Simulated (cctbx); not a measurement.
## From intensities to atoms

Cell a = 5.5900 Å, b = 5.5900 Å, c = 7.6980 Å, α = 90.00°, β = 90.00°, γ = 90.00°; space group P4_2/nmc (no. 137, origin choice 1); content Pr2 Pd8 C8.

The data are simulated with cctbx, not measured: Cu Kα, λ = 1.54184 Å, to d = 0.83 Å, 95 % of the full sphere, strongest reflection 20000 counts, noise from counting, a 6 % proportional error and a noise floor of 2 counts (s.d.); no absorption.

Charge flipping in P1 on plain amplitudes to 0.83 Å, δ = 0.9 σ, 10 % of the reflections treated as weak, 150 cycles:

```text
cycle      R  skewness
    0  0.576     0.28
   12  0.366     1.41
   24  0.409     1.64
   36  0.394     1.79
   48  0.398     2.17
   60  0.392     2.97
   72  0.336     4.21
   84  0.314     4.07
   96  0.314     4.00
  108  0.317     4.05
  120  0.316     3.93
  132  0.327     3.98
  144  0.321     4.16
origin shift          correlation  skewness
 0.079  0.516  0.360      0.883      3.83
 0.086  0.517  0.235      0.840      2.07
 0.086  0.520  0.026      0.852      1.67
 0.342  0.764  0.362      0.827      3.02
taken: symmetry correlation 0.883, skewness 3.83
peak      x       y       z  mult  height/sigma
Q1    0.0000  0.0000  0.0000    2     11.9
Q2    0.0000  0.2408  0.3517    8      9.7
Q3    0.0000  0.5000  0.0713    4      2.1
Q4    0.0000  0.2856  0.7009    8      1.7
Q5    0.0000  0.2930  0.1419    8      1.6
Q6    0.0000  0.2713  0.5521    8      1.2
Q7    0.0000  0.0915  0.2214    8      1.2
Q8    0.1123  0.1102  0.0961   16      1.1
```

The origin is taken among those within 0.04 of the best correlation, by the skewness of the map.

Run time: 0.37 s on 1 thread of Arm Neoverse V2, on a shared host, peak memory 0.07 GiB.

**Question.** Which peaks are atoms, and which elements?

Heights go roughly as Z and multiplicities must add up to the content. First model: Q1 = Pr1 (2 in the cell, height 11.9), Q2 = Pd1 (8 in the cell, height 9.7) and Q4 = C1 (8 in the cell, height 1.7). Against the true structure, Q1 is Pr, Q2 is Pd and Q4 is C; the other peaks are not atoms.

Least squares on F², isotropic:

```text
Rint 0.048, 136 unique reflections to 0.83 A
cycle     R1     wR2    GooF  max shift (A)
   1  0.2436  0.6425  28.139   0.45426
   3  0.0109  0.0239   1.046   0.00002
final R1 0.0109 wR2 0.0239 GooF 1.046  parameters 7  data/parameter 19.4
atom        x        y        z      Ueq    occ   su(xyz)  su(Uiso or U11)
Pr1    0.00000  0.00000  0.00000   0.0033  1.000  0.00000  0.0002
Pd1    0.00000  0.23517  0.35653   0.0033  1.000  0.00005  0.0001
C1     0.00000  0.31800  0.65898   0.0079  1.000  0.00083  0.0008
difference map: max 0.82 min -0.55 rms 0.18
Q1    0.0000  0.5000  0.3297    4    0.82  1.49 A from Pd1
Q2    0.0000  0.2382  0.0027    8    0.80  1.33 A from Pr1
Q3    0.0000  0.5000  0.1970    4    0.58  1.06 A from C1
Q4    0.0000  0.0551  0.6290    8    0.48  1.35 A from Pd1
Q5    0.0000  0.2679  0.7493    8    0.47  0.75 A from C1
```

Anisotropic refinement:

```text
Rint 0.048, 136 unique reflections to 0.83 A
cycle     R1     wR2    GooF  max shift (A)
   1  0.0109  0.0239   1.076   0.00048
   2  0.0111  0.0234   1.056   0.00000
final R1 0.0111 wR2 0.0234 GooF 1.056  parameters 14  data/parameter 9.7
atom        x        y        z      Ueq    occ   su(xyz)  su(Uiso or U11)
Pr1    0.00000  0.00000  0.00000   0.0033  1.000  0.00000  0.0002
Pd1    0.00000  0.23517  0.35653   0.0033  1.000  0.00005  0.0002
C1     0.00000  0.31800  0.65892   0.0080  1.000  0.00088  0.0023
difference map: max 0.80 min -0.58 rms 0.18
Q1    0.0000  0.2338  0.0037    8    0.81  1.31 A from Pr1
Q2    0.0000  0.5000  0.3311    4    0.81  1.49 A from Pd1
Q3    0.0000  0.5000  0.1939    4    0.53  1.05 A from C1
Q4    0.0000  0.2768  0.7399    8    0.48  0.66 A from C1
Q5    0.0000  0.0000  0.6262    4    0.47  1.32 A from Pd1
Q6    0.0000  0.3001  0.2818    8    0.45  0.68 A from Pd1
```

**Reading.** The refinement ends at R1 = 0.0111, wR2 = 0.0234, GooF = 1.06, with difference density between -0.58 and 0.80 e/Å³. Every site matches the true model in element, within 0.002 Å r.m.s., up to an allowed shift of origin.

True model:

| atom | mult. | x | y | z | Ueq (Å²) |
| --- | --- | --- | --- | --- | --- |
| Pr1 | 2 | 1/2 | 1/2 | 1/2 | 0.0033 |
| Pd1 | 8 | 1/2 | 0.2648 | 0.1435 | 0.0035 |
| C1 | 8 | 1/2 | 0.8174 | 0.8411 | 0.0078 |

This is a model crystal, built by substitution and not relaxed, with assumed displacement parameters.

[Middle refinement cycles are left out of these outputs.]

[Logs are printed without paths, hosts, clocks, repeated set-up lines and the standing remarks that a program may print on its own settings, such as how far it seeks lower states.]
